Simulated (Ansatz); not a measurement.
# BaHg (Pm-3m): from the cell to its phonons, part 2 of 3

Wanted: phonon frequencies of BaHg (Pm-3m) and what follows from them.

Ansatz 0.2.0; DFT PBEsol, scalar-relativistic, plane waves, PAW; PAW set soft_1.

So far: The structure; Bringing the structure to rest. The relaxed cell has a = 4.089 Å (conventional setting).

### Step 3. Relaxing to small forces for the phonons

Phonons need a cell at rest on their own settings, so the relaxation is repeated with tight tolerances on forces and stress on the k mesh and occupations of the first response run.

File input.yaml:

```yaml
crystal:
  lattice:
    - [4.0888891168, 0.0, 0.0]
    - [0.0, 4.0888891168, 0.0]
    - [0.0, 0.0, 4.0888891168]
  atoms:
    - { symbol: Ba, position: [0.0, 0.0, 0.0] }
    - { symbol: Hg, position: [0.5, 0.5, 0.5] }
kpoints:
  mp_grid: { grid: [12, 12, 12] }
hamiltonian:
  xc: pbesol
  pseudopotentials: { kind: paw, azcp: { folder: soft_1 }, xc_functional: pbe }
scf:
  occupations: { method: methfessel_paxton, width: 0.2 }
output:
  forces: true
  stress: true
  eigenvalues: true
  write_density: true
  write_potential: true
  elf: true
  volumetric_format: npy
relax:
  adjacent_minimum: "off"
  f_tol: 0.001
  max_steps: 60
  cell: { stress_tol: 0.01 }
```

On the command line:

```
$ ansatz run input.yaml --threads 4 --pin off --max-ram 10240MiB --backend cpu --events-out ev --progress --plain --runs-dir out
```

Numbers of over 12 decimals in the logs are rounded to 6 here.

Log:

```text
[...]
Crystal: 2 atoms, lattice volume = 68.362 Å³
Basis set: ecut = 420 eV, 1357 PW (Γ), exchange–correlation on 60×60×60 points (8 copies of the dense FFT grid, shifted against one another)
Bands: 19, of which v1, the nominal top of the filled ones, is band 15 counted from 1 (14 counted from 0)
Symmetry: 48 space group operations
[...]
k-points: 84 of 1728
[...]
k-point 83: bands = [... 11 lower, 4.0086, 4.0086, 7.8420, 9.4815, 9.4815, 9.4815, 16.6249, 16.6249]
--- Relaxed structure (2 steps of the walk, 2 accepted, 1 SCFs on fresh bases) ---
[...]
cell:  # Å, volume = 68.3062 Å³
    - [4.087773, 0, 0]
    - [0, 4.087773, 0.0]
    - [0, 0.0, 4.087773]
  atoms:
    - { symbol: Ba, position: [0, 0, 0] }
    - { symbol: Hg, position: [0.5, 0.5, 0.5] }
[key lines of the parts left out:]
SCF converged after 5 iterations
Free energy (F): -19533.871404 eV
Fermi energy:    10.823892 eV
P = ⅓ Tr σ = -0.0090 GPa (-0.090 kbar)
```

The job ended after 5.8 s (4 threads of Arm Neoverse V1, shared host; peak memory 0.44 GiB; 22 s of CPU time).

Little changed from the start: no atom moved by 0.005 Å and no cell edge by 0.1 %.

Numbers from this step:

- pressure: -0.009035 GPa
- volume per atom: 34.15 Å³

Valence density in the ac plane at fractional y = 0.000, with atoms of Ba within 0.2 Å of it. It is the smooth field of the valence electrons, not physical close to the nuclei.

Ten even steps from '_' (0.0 e/Å³) to '@' (1.3 e/Å³), each cell a mean:
```
==##@@**::__________--##@@**
%%@@%%==..__________::**@@@@
%%##==::____________..::**##
----..________________..::--
____________________________
____________________________
____________________________
____________________________
____________________________
::....__________________..::
##**--..______________::==**
@@@@##--..__________..==%%@@
++%%@@**..__________--##@@##
--++@@##::__________--%%%%==
```
Columns run along a (4.1 Å), rows up along c (4.1 Å). Atoms in or near the plane, at fractional coordinates: Ba at (0.00, 0.00).

ELF in the ac plane at fractional y = 0.000, with atoms of Ba within 0.2 Å of it. It is the smooth field of the valence electrons, not physical close to the nuclei.

Ten even steps from '_' (0.02) to '@' (0.86), each cell a mean:
```
__::@@@@**..______::%%@@##..
++##@@@@==..______..**@@@@##
@@@@%%**::____..____--##@@@@
%%%%++::..........__..--**%%
--::..__....::::::..____..::
________..::::::::::..______
______..::::::::::::....____
______....::::::::::..______
::....__....::::::....__....
**++--..__....::......::==**
@@@@%%++..__....____::**@@@@
%%@@@@%%--..______..++%%@@@@
__--@@@@++..______::%%@@##::
____%%@@**::______--%%@@++__
```
Columns run along a (4.1 Å), rows up along c (4.1 Å). Atoms in or near the plane, at fractional coordinates: Ba at (0.00, 0.00).

Electrostatic potential energy in the ac plane at fractional y = 0.000, with atoms of Ba within 0.2 Å of it. With pseudopotentials it is smooth inside the atoms' cores, unlike the true potential.

Values in eV, 14 rows by 14 columns, each cell a mean:
```
-52 -51 -34 -14   3   8  11  11  10   7  -2 -19 -43 -51
-46 -41 -24  -7   5   9  11  12  11   8   2 -11 -32 -43
-22 -18  -6   2   8  11  12  12  12  10   6   1 -11 -19
 -4  -1   4   7  10  12  13  13  13  12   9   6   2  -2
  7   7   9  11  12  13  14  14  13  13  12  10   8   7
 10  10  11  12  13  14  14  14  14  13  13  12  11  10
 11  11  12  13  13  14  14  14  14  14  13  12  12  11
 10  11  12  12  13  14  14  14  14  14  13  12  11  11
  8   8  10  11  12  13  14  14  14  13  12  11   9   8
  2   3   6   9  11  12  13  13  13  12  10   8   5   3
-17 -13  -3   4   9  11  12  13  12  11   7   2  -7 -14
-38 -32 -16  -3   6  10  12  12  11   9   4  -6 -24 -34
-52 -49 -32 -13   3   8  11  11  10   7  -1 -18 -41 -51
-52 -52 -38 -17   2   8  10  11  10   7  -4 -22 -46 -52
```
Columns run along a (4.1 Å; values clipped at the 3rd and 97th percentile), rows up along c (4.1 Å). Atoms in or near the plane, at fractional coordinates: Ba at (0.00, 0.00).

The forces vanish by symmetry and the pressure is -0.009 GPa, within the tolerances set. The cell now holds 34.15 Å³/atom.

### Step 4. Modes at Γ

The zone centre comes first: it holds the modes that light can see, as far as symmetry allows. No field response is asked, since the mesh shows no gap.

input.yaml, the sections that differ from step 3:

```yaml
crystal:
  lattice:
    - [4.0877726502, 0.0, 0.0]
    - [0.0, 4.0877726502, 0.0]
    - [0.0, 0.0, 4.0877726502]
  atoms:
    - { symbol: Ba, position: [0.0, 0.0, 0.0] }
    - { symbol: Hg, position: [0.5, 0.5, 0.5] }
output:
  eigenvalues: true
phonons:
  method: dfpt
# kpoints, hamiltonian, scf: as in step 3
# relax: removed
```

Log:

```text
[...]
Crystal: 2 atoms, lattice volume = 68.306 Å³
Basis set: ecut = 420 eV, 1357 PW (Γ), exchange–correlation on 60×60×60 points (8 copies of the dense FFT grid, shifted against one another)
Bands: 19, of which v1, the nominal top of the filled ones, is band 15 counted from 1 (14 counted from 0)
Symmetry: 48 space group operations
k-points: 196 of 1728 (irreducible under 8 space group operations, time reversal used)
[...]
SCF iter   1: F=—  HF=-19537.102620 eV  |F-HF|=—  |Δ(HF+E_count)|=         —  Δρ=9.41e-2  dr2=1.21e1  ethr=3.10e-3  ⟨swp⟩=7.3  Hψ=21671  notcnv=0
[...]
SCF iter  11: F=-19533.871404 eV  HF=-19533.871404 eV  |F-HF|=0.00e0  |Δ(HF+E_count)|=  3.64e-12  S|Δr|=    0.00e0  Δρ=4.21e-8  dr2=1.47e-12  ethr=1.00e-12  ⟨swp⟩=7.3  Hψ=18400  notcnv=0
SCF 1 converged in 11 iterations: F = -19533.871404 eV  dr2 = 1.47e-12
[...]
DFPT response loops at Γ: preconditioner auto → Kerker (q_TF=auto, 2.379 Å⁻¹) (partly filled bands, converged f_vac=0.000); β = 1.00, the filter's whole step (`scf.mixing.beta` (0.50) is not read by the response loops under this deck's `scf.mixing.preconditioner`; to damp them name `kerker` or `kerker_dos`, under which they read `scf.mixing.beta`, and type it under 1.00, their step now; both keys bind the ground state too); Broyden in place of MSR1
SCF converged after 11 iterations
[...]
Free energy (F): -19533.871404 eV
[...]
Internal energy: -19533.869548 eV  (E = F + TS)
E sigma→0 (E₀):  -19533.870940 eV
Entropy (-TS):   -0.001856 eV (-0.928 meV/atom)
Fermi energy:    10.823892 eV
Step filling:    the computed levels leave a gap of 0.0000 eV = 0.0 smearing widths at the electron count; against every level under it full and every level over it empty, smearing changes F+E_penalty+E_count by -2.136 meV and its σ→0 estimate by -1.672 meV
[...]
--- Band table (eV; the first three rows and the last of 196) ---
  k-point 0: bands = [... 11 lower, 3.7899, 3.7899, 4.5084, 11.6620, 11.6620, 14.6280, 14.6280, 14.6280]
  k-point 1: bands = [... 11 lower, 3.7904, 3.7913, 4.6049, 11.6590, 11.6683, 14.2720, 14.3110, 14.3110]
  k-point 2: bands = [... 11 lower, 3.7919, 3.7953, 4.8795, 11.4556, 11.6862, 13.7456, 13.7456, 13.8836]
  k-point 195: bands = [... 11 lower, 4.0086, 4.0086, 7.8420, 9.4815, 9.4815, 9.4815, 16.6249, 16.6249]
--- Phonons (Γ-DFPT): 2 representative perturbations + reference, on 196 of 1728 k-points (Σ response iterations 6) ---
  k mesh reduced under 8 symmetry operations, with k and −k counted as one. Each operation leaves every solved perturbation unchanged. A smaller set is not used because it would not reduce the number of displacements times k-points to solve
  ASR residual: 3.272e-5 → 0.000e0 eV/Å²; symmetrization residual: 2.172e-5 eV/Å²
  ASR residual per site (eV/Å²): 3.27e-5 1.20e-5
  Γ frequencies (cm⁻¹): 0.00 0.00 0.00 74.01 74.01 74.01
  non-analytic LO–TO correction: not included (Born effective charges unavailable; polar crystals: no LO–TO splitting at Γ)
```

Elapsed: 19 s, on 4 threads; peak memory 1 GiB.

Reading the cycles: dr2 is the Hartree energy of the density residual (eV), the measure of convergence; HF is the Harris–Foulkes estimate of the energy, which meets the free energy F at convergence.

This step gave:

```
sum-rule residual before enforcement                    : 3.27e-5 eV/Å²
point group                                             : m-3m
highest optical mode at the zone centre (no LO-TO term) : 74.01 cm⁻¹
lowest optical zone-centre mode                         : 74.01 cm⁻¹
```

Patterns of degenerate modes are one choice out of their space. Modes at Γ, with each element's share of the kinetic energy:

| mode | frequency (cm⁻¹) | symmetry | Ba % | Hg % |
| --- | --- | --- | --- | --- |
| 1 | 0.0 | acoustic | 41 | 59 |
| 2 | 0.0 | acoustic | 41 | 59 |
| 3 | 0.0 | acoustic | 41 | 59 |
| 4 | 74.0 | T1u | 59 | 41 |
| 5 | 74.0 | T1u | 59 | 41 |
| 6 | 74.0 | T1u | 59 | 41 |

Displacements in mode 5 (74.0 cm⁻¹), the largest set to 1:
```
Ba1  0.00 -0.29  1.00
Hg2  0.00  0.20 -0.68
```

Before it was imposed, the acoustic sum rule was missed by 3.3e-5 eV/Å². Small misses are needed for a sound result but don't prove that mesh and cutoff are converged. The lowest optical mode is real, 74.0 cm⁻¹.

(Part 2 of 3 ends here.)

[Logs are printed without paths, hosts, clocks, repeated set-up lines and the standing remarks that a program may print on its own settings, such as how far it seeks lower states.]

[Hosts, paths, dates, database ids (printed as entryN), source tags and the programs' standing remarks are cut or masked in the printed files.]
